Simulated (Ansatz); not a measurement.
An input for Ansatz 0.2.0 (RbSb4F13 (I4/m)):

```yaml
crystal:
  lattice:
    - [-4.8175, 4.8175, 3.2815]
    - [4.8175, -4.8175, 3.2815]
    - [4.8175, 4.8175, -3.2815]
  atoms:
    - { symbol: Rb, position: [0.5, 0.5, 0.0] }
    - { symbol: Sb, position: [0.0063970689, 0.2770921314, 0.2834892002] }
    - { symbol: Sb, position: [0.2770921314, 0.9936029311, 0.2706950625] }
    - { symbol: Sb, position: [0.9936029311, 0.7229078686, 0.7165107998] }
    - { symbol: Sb, position: [0.7229078686, 0.0063970689, 0.7293049375] }
    - { symbol: F, position: [0.0, 0.0, 0.0] }
    - { symbol: F, position: [0.5614796371, 0.8766087358, 0.4380883729] }
    - { symbol: F, position: [0.8766087358, 0.4385203629, 0.3151290987] }
    - { symbol: F, position: [0.4385203629, 0.1233912642, 0.5619116271] }
    - { symbol: F, position: [0.1233912642, 0.5614796371, 0.6848709013] }
    - { symbol: F, position: [0.4300990428, 0.3344864191, 0.3207384218] }
    - { symbol: F, position: [0.3344864191, 0.0137479972, 0.9043873762] }
    - { symbol: F, position: [0.0137479972, 0.109360621, 0.6792615782] }
    - { symbol: F, position: [0.109360621, 0.4300990428, 0.0956126238] }
    - { symbol: F, position: [0.5699009572, 0.6655135809, 0.6792615782] }
    - { symbol: F, position: [0.6655135809, 0.9862520028, 0.0956126238] }
    - { symbol: F, position: [0.9862520028, 0.890639379, 0.3207384218] }
    - { symbol: F, position: [0.890639379, 0.5699009572, 0.9043873762] }
kpoints:
  mp_grid: { grid: [4, 4, 4] }
  band_path:
    path:
      - [0.0, 0.0, 0.0]
      - [-0.5, 0.5, 0.0]
      - [-0.5, 0.5, 0.5]
      - [-0.36599556, -0.36599556, 0.36599556]
      - [-0.63400444, 0.36599556, 0.63400444]
      - [-0.75, 0.25, 0.25]
      - [-0.5, 0.0, 0.5]
      - [-0.292796448, -0.292796448, 0.292796448]
    npoints: 1
hamiltonian:
  xc: hse06
  pseudopotentials: { kind: paw, azcp: { folder: soft_1 } }
scf:
  occupations: { method: fixed }
  n_extra_bands: 10
output:
  eigenvalues: true
```

```sh
ansatz run input.yaml --threads 2 --pin off --max-ram 92160MiB --backend cuda --events-out ev --progress --plain --runs-dir out --devices 1 --max-vram 13GiB
```

Q: Estimate wall time and host memory on 1 × NVIDIA H100 80GB HBM3 (shared by 6 runs) with 2 threads of AMD EPYC 7R13 (Zen 3), shared host.

It took 2.4 min; on shared hardware allow 71 s to 4.8 min. Peak host memory was 2.6 GiB. The sizes that set the cost: 5959 plane waves a state, 14 irreducible k points and 17 SCF cycles.

Exact exchange couples every pair of k points and filled bands, so it costs far more than a semilocal run.

[Paths, hosts, dates, memory and timing lines, banners, echoed tables and standing remarks are left out of the program output.]

[Logs are printed without paths, hosts, clocks, repeated set-up lines and the standing remarks that a program may print on its own settings, such as how far it seeks lower states.]

[Runs of the session that timed out or met a known fault of the program may be left out.]

[Cells called generated may have been cut or substituted from an entry of the Crystallography Open Database or the Materials Project.]

[Hosts, paths, dates, database ids (printed as entryN), source tags and the programs' standing remarks are cut or masked in the printed files.]
